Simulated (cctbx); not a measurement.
# Resonant diffraction in Cr2BiO6

Space group P4_2/mnm (no. 136), a = 4.7900 Å, b = 4.7900 Å, c = 9.2250 Å, α = 90.00°, β = 90.00°, γ = 90.00°.

| atom | mult. | x | y | z | Ueq (Å²) |
| --- | --- | --- | --- | --- | --- |
| Bi1 | 2 | 1/2 | 1/2 | 1/2 | 0.0069 |
| Cr1 | 4 | 1/2 | 1/2 | 0.8301 | 0.0122 |
| O1 | 8 | 0.8102 | 0.1898 | 0.8368 | 0.0185 |
| O2 | 4 | 0.7992 | 0.2008 | 1/2 | 0.0165 |

This is a model crystal, built by substitution and not relaxed, with assumed displacement parameters.

Calculated with cctbx: free-atom f′ and f″ from the Sasaki tables, no fine structure; amplitudes in electrons.

```
E (eV)  F 0 2 0  F 1 1 4  F 1 1 3  F 2 1 2
  5389    142.0     96.5     52.9      0.5
  5739    139.1     97.7     52.8      0.5
  5869    136.3     98.7     52.8      0.5
  5929    133.7     99.8     52.7      0.5
  5959    131.0    100.9     52.7      0.5
  5974    128.2    102.0     52.7      0.5
  5981    125.8    103.1     52.7      0.5
  5985    123.2    104.1     52.7      0.5
  5993    125.8    103.3     52.7      0.5
  5997    129.0    102.0     52.7      0.5
  6004    131.7    100.8     52.7      0.5
  6019    134.6     99.5     52.7      0.5
  6049    137.5     98.2     52.7      0.5
  6139    141.4     96.5     52.7      0.5
  6389    145.2     94.7     52.7      0.5
```

**Question.** Which edge is crossed, and why do the reflections move as they do?

The K edge of Cr. The edge is at 5989 eV. f′ of Cr falls from -3.7 e at 5869 eV to -7.2 e at 4 eV below it, and f″ steps from 0.46 to 3.96 e across it. Over that approach |F| changes by -10 % (0 2 0), +5 % (1 1 4), -0 % (1 1 3) and +0 % (2 1 2): a reflection falls where Cr scatters in phase with the total and rises where it scatters against it; it hardly moves where the Cr term is small or cancels by symmetry. Above the edge the larger f″ enters the imaginary part, where it can add to or cancel the other atoms' f″. The structure is centrosymmetric, so Friedel mates stay equal.

[Logs are printed without paths, hosts, clocks, repeated set-up lines and the standing remarks that a program may print on its own settings, such as how far it seeks lower states.]
